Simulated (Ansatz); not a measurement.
# What LiZnF3 (model cell, started as cubic perovskite with Zn in the octahedra) distorts into, part 2 of 3

Which phase does LiZnF3 (model cell, started as cubic perovskite with Zn in the octahedra) fall into along its unstable mode, and how much energy does it gain?

Ansatz 0.2.0; DFT PBEsol, scalar-relativistic, plane waves, PAW; PAW set soft_1.

So far, highest frequency on the path or at a solved wavevector (cm⁻¹): step 2 (phonons on a q mesh) 579. Also lowest frequency on the path (cm⁻¹): step 2 -231.

The structure was built from a prototype and need not be the compound's stable phase.

**5. Energy along the mode, all amplitudes (two of the runs are shown above)**

An imaginary frequency means negative curvature, so the energy should fall and then rise again as anharmonic terms take over.

Numbers from this step:

| Quantity | Value |
| --- | --- |
| depth at the lowest point sampled | 54.67 meV/atom |
| largest atomic shift at that point | 0.6 Å |

Energy from the parent against largest atomic shift:

```csv
largest atomic shift (Å),energy from the parent (meV/atom)
0.000,0
0.040,-0.276
0.080,-1.10
0.140,-3.36
0.220,-8.24
0.320,-17.2
0.450,-32.8
0.600,-54.7
```

Displacement at unit largest shift by atom:

```csv
atom,x (Å),y (Å),z (Å),size
Li1,-0.577,0.577,0.577,0.999
Zn2,-0.015,0.015,0.015,0.026
F3,0.125,-0.125,-0.013,0.177
F4,0.125,-0.013,-0.125,0.177
F5,0.013,-0.125,-0.125,0.177
```

The lowest of the steps tried is the last one, at 0.6 Å, 54.7 meV/atom below the parent; the bottom of the well need not coincide with a step.

**6. Relaxation from the frozen mode**

Starting from the lowest point found, all atoms and the cell are let go, so that strain and other modes of the same symmetry can join in.

Contents of input.yaml:

```yaml
crystal:
  lattice:
    - [3.9677040432, 0.0, 0.0]
    - [0.0, 3.9677040432, 0.0]
    - [0.0, 0.0, 3.9677040432]
  atoms:
    - { symbol: Li, position: [-0.0873074599, 0.0873074599, 0.0873074599] }
    - { symbol: Zn, position: [0.4977009276, 0.5022990724, 0.5022990724] }
    - { symbol: F, position: [0.518911158, 0.481088842, -0.001982457] }
    - { symbol: F, position: [0.518911158, -0.001982457, 0.481088842] }
    - { symbol: F, position: [0.001982457, 0.481088842, 0.481088842] }
kpoints:
  mp_grid: { grid: [8, 8, 8] }
hamiltonian:
  xc: pbesol
  pseudopotentials: { kind: paw, azcp: { folder: soft_1 }, xc_functional: pbe }
scf:
  occupations: { method: fixed }
output:
  forces: true
  stress: true
  eigenvalues: true
  write_density: true
  write_potential: true
  elf: true
  volumetric_format: npy
relax:
  adjacent_minimum: "off"
  f_tol: 0.002
  max_steps: 120
  cell: { stress_tol: 0.03 }
```

The run is started by

```sh
> ansatz run input.yaml --threads 4 --pin off --max-ram 16384MiB --backend cpu --events-out ev --progress --plain --runs-dir out
```

Numbers of over 12 decimals in the logs are rounded to 6 here.

The log of the run:

```text
[...]
Crystal: 5 atoms, lattice volume = 62.462 Å³
Basis set: ecut = 420 eV, 1213 PW (Γ), exchange–correlation on 54×54×54 points (8 copies of the dense FFT grid, shifted against one another)
Bands: 23, of which v1, the nominal top of the filled ones, is band 18 counted from 1 (17 counted from 0)
Symmetry: 6 space group operations
[...]
k-points: 65 of 512 (time reversal used)
[...]
SCF iter   1: F=—  HF=-5893.498289 eV  |F-HF|=—  |Δ(HF+E_count)|=         —  Δρ=1.82e-1  dr2=1.24e1  ethr=3.10e-3  ⟨swp⟩=4.3  Hψ=6921  notcnv=0  defer=175
[...]
SCF iter  10: F=-5888.714560 eV  HF=-5888.714560 eV  |F-HF|=1.32e-8  |Δ(HF+E_count)|=   5.58e-7  Δρ=2.30e-6  dr2=2.83e-9  ethr=2.78e-10  ⟨swp⟩=14.5  Hψ=12442  notcnv=0
SCF 1 converged in 10 iterations: F = -5888.714560 eV  dr2 = 2.83e-9
[...]
relax step   1: F+E_penalty+E_count = -5888.71455960 eV  Δ(F+E_penalty+E_count) = +0.000e0 eV  max|allowed force component| = 3.337e-1 eV/Å  Δτ_max = 0.0000 Å  P = +0.557 GPa  Ω = 62.462 Å³  (10 SCF iters, dr2 threshold 1.00e-7 eV, accepted)
Crystal: 5 atoms, lattice volume = 63.140 Å³
Basis set: ecut = 420 eV, 1243 PW (Γ), exchange–correlation on 54×54×54 points (8 copies of the dense FFT grid, shifted against one another)
[...]
iter 1 solved again at ethr=6.57e-5 eV; its pass at ethr=3.10e-3 eV (dr2=2.37e-2 eV) is discarded
[...]
SCF iter   7: F=-5888.798171 eV  HF=-5888.798170 eV  |F-HF|=6.21e-7  |Δ(HF+E_count)|=   1.30e-6  Δρ=1.44e-5  dr2=1.33e-7  ethr=1.39e-9  ⟨swp⟩=11.9  Hψ=12147  notcnv=0
SCF 2 converged in 7 iterations: F = -5888.798171 eV  dr2 = 1.33e-7
relax step   2: F+E_penalty+E_count = -5888.79817052 eV  Δ(F+E_penalty+E_count) = -8.361e-2 eV  max|allowed force component| = 3.295e-1 eV/Å  Δτ_max = 0.1013 Å  P = -0.039 GPa  Ω = 63.140 Å³  energy of the carried Pulay correction = -1.855e-3 eV  (7 SCF iters, dr2 threshold 5.00e-7 eV, accepted)
Crystal: 5 atoms, lattice volume = 63.204 Å³
Basis set: ecut = 420 eV, 1255 PW (Γ), exchange–correlation on 54×54×54 points (8 copies of the dense FFT grid, shifted against one another)
[...]
SCF iter   8: F=-5888.944071 eV  HF=-5888.944071 eV  |F-HF|=2.19e-7  |Δ(HF+E_count)|=   4.34e-6  Δρ=6.04e-6  dr2=4.86e-8  ethr=1.39e-9  ⟨swp⟩=14.8  Hψ=13037  notcnv=0
SCF 3 converged in 8 iterations: F = -5888.944071 eV  dr2 = 4.86e-8
  Residual-converged pass: ⟨swp⟩=1.0  Hψ=1756  notcnv=0  max |occ|·‖R‖ = 7.0e-9 eV (tolerance 1.0e-8 eV)  dr2=4.86e-8  dr2_onsite=2.01e-9  max |Δocc| = 0.0e0
[...]
relax step   3: F+E_penalty+E_count = -5888.94407089 eV  Δ(F+E_penalty+E_count) = -1.459e-1 eV  max|allowed force component| = 2.530e-1 eV/Å  Δτ_max = 0.1903 Å  P = +1.154 GPa  Ω = 63.204 Å³  energy of the carried Pulay correction = -2.031e-3 eV  (8 SCF iters, dr2 threshold 5.00e-7 eV, accepted)
[... from here on, the SCF cycles and remarks between the steps are left out ...]
relax step   4: F+E_penalty+E_count = -5888.93649346 eV  Δ(F+E_penalty+E_count) = +7.577e-3 eV  max|allowed force component| = 3.349e-1 eV/Å  Δτ_max = 0.1917 Å  P = +0.423 GPa  Ω = 65.608 Å³  energy of the carried Pulay correction = -8.450e-3 eV  (7 SCF iters, dr2 threshold 5.00e-7 eV, rejected (line search))
relax step   5: F+E_penalty+E_count = -5888.97119177 eV  Δ(F+E_penalty+E_count) = -2.712e-2 eV  max|allowed force component| = 1.471e-1 eV/Å  Δτ_max = 0.0680 Å  P = -0.121 GPa  Ω = 64.823 Å³  energy of the carried Pulay correction = -6.378e-3 eV  (11 SCF iters, accepted)
relax step   6: F+E_penalty+E_count = -5888.97638120 eV  Δ(F+E_penalty+E_count) = -5.189e-3 eV  max|allowed force component| = 2.323e-2 eV/Å  Δτ_max = 0.0306 Å  P = -0.035 GPa  Ω = 64.839 Å³  energy of the carried Pulay correction = -6.421e-3 eV  (6 SCF iters, dr2 threshold 5.00e-7 eV, accepted)
relax step   7: F+E_penalty+E_count = -5888.97638821 eV  Δ(F+E_penalty+E_count) = -7.015e-6 eV  max|allowed force component| = 1.379e-2 eV/Å  Δτ_max = 0.0031 Å  P = -0.098 GPa  Ω = 64.847 Å³  energy of the carried Pulay correction = -6.443e-3 eV  (5 SCF iters, dr2 threshold 3.37e-8 eV, accepted)
relax step   8: F+E_penalty+E_count = -5888.97672699 eV  Δ(F+E_penalty+E_count) = -3.388e-4 eV  max|allowed force component| = 2.097e-3 eV/Å  Δτ_max = 0.0011 Å  P = +0.063 GPa  Ω = 64.736 Å³  energy of the carried Pulay correction = -6.147e-3 eV  (6 SCF iters, dr2 threshold 3.61e-8 eV, accepted)
relax step   9: F+E_penalty+E_count = -5888.97660056 eV  Δ(F+E_penalty+E_count) = +1.264e-4 eV  max|allowed force component| = 1.703e-3 eV/Å  Δτ_max = 0.0004 Å  P = -0.007 GPa  Ω = 64.787 Å³  energy of the carried Pulay correction = -6.283e-3 eV  (5 SCF iters, dr2 threshold 1.02e-8 eV, accepted)
relax step  10: F+E_penalty+E_count = -5888.98615139 eV  Δ(F+E_penalty+E_count) = -9.551e-3 eV  max|allowed force component| = 2.248e-3 eV/Å  Δτ_max = 0.0000 Å  P = +0.241 GPa  Ω = 64.787 Å³  stress off target by 4.77e-1 GPa  SCF on the basis re-selected at this cell (its energy is not comparable with the rows above)  (8 SCF iters)
relax step  11: F+E_penalty+E_count = -5888.98606845 eV  Δ(F+E_penalty+E_count) = +8.293e-5 eV  max|allowed force component| = 1.153e-3 eV/Å  Δτ_max = 0.0063 Å  P = +0.031 GPa  Ω = 65.019 Å³  energy of the carried Pulay correction = -6.113e-4 eV  (5 SCF iters, dr2 threshold 5.00e-7 eV, accepted)
relax step  12: F+E_penalty+E_count = -5888.98596835 eV  Δ(F+E_penalty+E_count) = +1.001e-4 eV  max|allowed force component| = 2.664e-4 eV/Å  Δτ_max = 0.0011 Å  P = -0.005 GPa  Ω = 65.059 Å³  energy of the carried Pulay correction = -7.195e-4 eV  (5 SCF iters, dr2 threshold 6.53e-9 eV, accepted)
[...]
SCF iter   7: F=-5888.986739 eV  HF=-5888.986739 eV  |F-HF|=6.91e-11  |Δ(HF+E_count)|=   1.89e-9  Δρ=1.05e-7  dr2=7.52e-12  ethr=1.00e-12  ⟨swp⟩=10.0  Hψ=9126  notcnv=0
SCF 13 converged in 7 iterations: F = -5888.986739 eV  dr2 = 7.52e-12
relax step  13: F+E_penalty+E_count = -5888.98673921 eV  Δ(F+E_penalty+E_count) = -7.709e-4 eV  max|allowed force component| = 2.817e-4 eV/Å  Δτ_max = 0.0000 Å  P = +0.002 GPa  Ω = 65.059 Å³  stress off target by 2.90e-2 GPa  SCF on the basis re-selected at this cell (its energy is not comparable with the rows above)  (7 SCF iters)
[...]
SCF converged after 7 iterations
Free energy (F): -5888.986739 eV
[...]
Internal energy: -5888.986739 eV  (E = F + TS)
E sigma→0 (E₀):  -5888.986739 eV
Fermi energy:    1.303635 eV
[...]
--- Forces (eV/Å), atoms counted from 1 ---
  atom   1  Li    -0.00028138     0.00028138     0.00028138
  atom   2  Zn     0.00010898    -0.00010898    -0.00010898
  atom   3  F      0.00003499    -0.00003499    -0.00010419
  atom   4  F      0.00003499    -0.00010419    -0.00003499
  atom   5  F      0.00010419    -0.00003499    -0.00003499
  max |Σ_I F_I| component: 1.77e-6 eV/Å
--- Stress (GPa, compression-positive) ---
        0.002315      -0.013324      -0.013324
       -0.013324       0.002315       0.013324
       -0.013324       0.013324       0.002315
  P = ⅓ Tr σ = 0.0023 GPa (0.023 kbar)
--- Band table (eV; the first three rows and the last of 65) ---
  k-point 0: bands = [... 14 lower, -0.4085, -0.3371, -0.1933, -0.1933, 5.0837, 9.1830, 12.9379, 12.9379, ... 1 higher]
  k-point 1: bands = [... 14 lower, -0.4049, -0.3232, -0.1768, -0.1196, 5.3627, 9.2876, 12.5644, 13.0693, ... 1 higher]
  k-point 2: bands = [... 14 lower, -0.4109, -0.3006, -0.1357, -0.0586, 6.0923, 9.4477, 11.9719, 13.3958, ... 1 higher]
  k-point 64: bands = [... 14 lower, -0.1241, 0.1343, 1.3036, 1.3036, 9.6922, 11.0677, 11.6749, 11.6749, ... 1 higher]
--- Relaxed structure (11 steps of the walk, 10 accepted, 2 SCFs on fresh bases) ---
  F+E_penalty+E_count = -5888.98673921 eV   max|allowed force component| = 2.817e-4 eV/Å   (the final SCF, on the basis selected at the relaxed cell)
  cell:  # Å, volume = 65.0590 Å³
    - [4.022979, -0.064929, -0.064929]
    - [-0.064929, 4.022979, 0.064929]
    - [-0.064929, 0.064929, 4.022979]
  atoms:
    - { symbol: Li, position: [-0.142937, 0.142937, 0.142937] }
    - { symbol: Zn, position: [0.496205, 0.503795, 0.503795] }
    - { symbol: F, position: [0.543297, 0.456703, -0.010337] }
    - { symbol: F, position: [0.543297, -0.010337, 0.456703] }
    - { symbol: F, position: [0.010337, 0.456703, 0.456703] }
```

Run time: 30 s. Hardware: 4 threads of Intel Xeon Platinum 8375C at 2.90GHz (Ice Lake), shared host; peak memory 0.54 GiB; 1.9 min of CPU time.

Relaxation path:

```csv
step,energy less that of the first step (eV),largest force component (eV/Å),pressure (GPa),volume (Å³)
1,0.0000,0.3337,0.56,62.46
2,-0.0836,0.3295,-0.04,63.14
3,-0.2295,0.2530,1.15,63.20
4,-0.2219,0.3349,0.42,65.61
5,-0.2566,0.1471,-0.12,64.82
6,-0.2618,0.0232,-0.03,64.84
7,-0.2618,0.0138,-0.10,64.85
8,-0.2622,0.0021,0.06,64.74
9,-0.2620,0.0017,-0.01,64.79
10*,-0.2716,0.0022,0.24,64.79
11,-0.2715,0.0012,0.03,65.02
12,-0.2714,0.0003,0.00,65.06
13*,-0.2722,0.0003,0.00,65.06
```

Relaxation steps marked * repeat the geometry before them on a plane-wave basis chosen anew for their cell, so energy and pressure can jump there. Relaxation step 4 was tried and not accepted.

The run keeps the 6 symmetry operations that it works with, so distortions that break them were not tested.

```csv
"conventional cell, symmetrised",before,after,change
a (Å),5.611,5.598,-0.2 %
b (Å),5.611,5.598,-0.2 %
c (Å),6.872,7.193,+4.7 %
volume (Å³/atom),12.49,13.01,+4.2 %
```

The atoms that moved most (Å, as changes of fractional coordinates times the final cell):

```csv
atom,dx,dy,dz,length
Li1,-0.231,0.231,0.231,0.400
F5,0.037,-0.100,-0.100,0.146
F4,0.100,-0.037,-0.100,0.146
F3,0.100,-0.100,-0.037,0.146
Zn2,-0.006,0.006,0.006,0.011
```

Numbers from this step:

| Quantity | Value |
| --- | --- |
| pressure | 0.002315 GPa |
| gap on the k-mesh | 3.780 eV |
| volume per atom | 13.01 Å³ |

Valence density in the ac plane at fractional y = 0.457, with atoms of Zn and F within 0.2 Å of it. It is the smooth field of the valence electrons, not physical close to the nuclei.

Ten steps, logarithmic in the rise over the least value, from '_' (0 e/Å³) to '@' (26 e/Å³), each cell a mean:
```
________..--**####++::..____
________..::==++++==::______
__________..::--::::..______
__________..::::::..________
::::......::====--::......::
++==--..::==##%%**--....--==
%%##==::::++@@@@##==::::==##
%%##==::::==%%%%**--..::++##
##**--::..::====--::..::==**
==--::......::::::......::--
....______....::::....__....
__________..::----::..______
________..::++****++::..____
________..--**%%%%**--..____
```
Columns run along a (4.0 Å), rows up along c (4.0 Å). Atoms in or near the plane, at fractional coordinates: Zn at (0.50, 0.50), F at (0.54, 0.99), F at (0.01, 0.46).

Electrostatic potential energy in the ac plane at fractional y = 0.457, with atoms of Zn and F within 0.2 Å of it. With pseudopotentials it is smooth inside the atoms' cores, unlike the true potential.

Ten even steps from '_' (-53 eV) to '@' (8 eV), each cell a mean:
```
@@@@@@@@@@%%--..::==%%@@@@@@
@@@@@@@@@@@@**--==**@@@@@@@@
@@@@@@@@@@@@@@%%%%@@@@@@@@@@
@@@@@@@@@@%%####%%%%@@@@@@@@
@@@@@@@@%%++--::==**@@@@@@@@
==++%%@@**--____..==%%@@%%**
..::**%%++..______--##@@++::
..::++%%**::______==%%@@++::
::--##@@##++::::==**@@@@**--
**##@@@@@@%%****##%%@@@@@@##
@@@@@@@@@@@@@@@@@@@@@@@@@@@@
@@@@@@@@@@@@%%####%%@@@@@@@@
@@@@@@@@@@@@++----++@@@@@@@@
@@@@@@@@@@%%--....--%%@@@@@@
```
Columns run along a (4.0 Å; values clipped at the 3rd and 97th percentile), rows up along c (4.0 Å). Atoms in or near the plane, at fractional coordinates: Zn at (0.50, 0.50), F at (0.54, 0.99), F at (0.01, 0.46).

ELF in the ac plane at fractional y = 0.457, with atoms of Zn and F within 0.2 Å of it. It is the smooth field of the valence electrons, not physical close to the nuclei.

Ten even steps from '0' (0.00) to '9' (0.80), each cell a mean:
```
00026998899610
00004799997300
11001356652000
54100111110013
98511100110158
99831000011289
78941000001499
68941000011598
99841100111499
99720111110279
76300123331036
32001478874101
00004899998400
00016997799610
```
Columns run along a (4.0 Å), rows up along c (4.0 Å). Atoms in or near the plane, at fractional coordinates: Zn at (0.50, 0.50), F at (0.54, 0.99), F at (0.01, 0.46).

The distorted start has space group R3m; the relaxation ends in R3m.

**7. The new phase in its own primitive cell**

The relaxed structure is symmetrised, reduced to its primitive cell and relaxed tightly, as its phonons need.

Contents of input.yaml:

```yaml
crystal:
  lattice:
    - [2.7987639992, 1.6158671483, 2.3976424185]
    - [-2.7987639992, 1.6158671483, 2.3976424185]
    - [0.0, -3.2317342966, 2.3976424185]
  atoms:
    - { symbol: Li, position: [0.8570633042, 0.8570633042, 0.8570633042] }
    - { symbol: Zn, position: [0.4962048287, 0.4962048287, 0.4962048287] }
    - { symbol: F, position: [0.5432966063, 0.0103368953, 0.5432966063] }
    - { symbol: F, position: [0.0103368953, 0.5432966063, 0.5432966063] }
    - { symbol: F, position: [0.5432966063, 0.5432966063, 0.0103368953] }
kpoints:
  mp_grid: { grid: [6, 6, 6] }
hamiltonian:
  xc: pbesol
  pseudopotentials: { kind: paw, azcp: { folder: soft_1 }, xc_functional: pbe }
scf:
  occupations: { method: fixed }
output:
  forces: true
  stress: true
  eigenvalues: true
relax:
  adjacent_minimum: "off"
  f_tol: 0.001
  max_steps: 60
  cell: { stress_tol: 0.01 }
```

The log of the run:

```text
[...]
Crystal: 5 atoms, lattice volume = 65.059 Å³
Basis set: ecut = 420 eV, 1281 PW (Γ), exchange–correlation on 54×54×54 points (8 copies of the dense FFT grid, shifted against one another)
Bands: 23, of which v1, the nominal top of the filled ones, is band 18 counted from 1 (17 counted from 0)
Symmetry: 6 space group operations
[...]
k-points: 32 of 216 (time reversal used)
[...]
cell:  # Å, volume = 65.0673 Å³
    - [2.798195, 1.615539, 2.398921]
    - [-2.798195, 1.615539, 2.398921]
    - [1.7135595993818818e-19, -3.231077, 2.398921]
  atoms:
    - { symbol: Li, position: [0.856975, 0.856975, 0.856975] }
    - { symbol: Zn, position: [0.496279, 0.496279, 0.496279] }
    - { symbol: F, position: [0.543281, 0.010382, 0.543281] }
    - { symbol: F, position: [0.010382, 0.543281, 0.543281] }
    - { symbol: F, position: [0.543281, 0.543281, 0.010382] }
[key lines of the parts left out:]
SCF converged after 7 iterations
Free energy (F): -5888.986686 eV
Fermi energy:    1.302215 eV
P = ⅓ Tr σ = -0.0005 GPa (-0.005 kbar)
```

Run time: 4.8 s. Hardware: 4 threads; peak memory 0.48 GiB; 17 s of CPU time.

Little changed from the start: no atom moved by 0.005 Å and no cell edge by 0.1 %.

This step gave:

| Property | Result |
| --- | --- |
| pressure | -5.09e-4 GPa |
| gap on the k-mesh | 3.779 eV |
| direct gap on mesh | 5.276 eV |

The largest force component left is 0.72 meV/Å and the pressure is -0.001 GPa, within the tolerances set. The cell now holds 13.01 Å³/atom.

[end of part 2 of 3]

[Logs are printed without paths, hosts, clocks, repeated set-up lines and the standing remarks that a program may print on its own settings, such as how far it seeks lower states.]

[Hosts, paths, dates, database ids (printed as entryN), source tags and the programs' standing remarks are cut or masked in the printed files.]
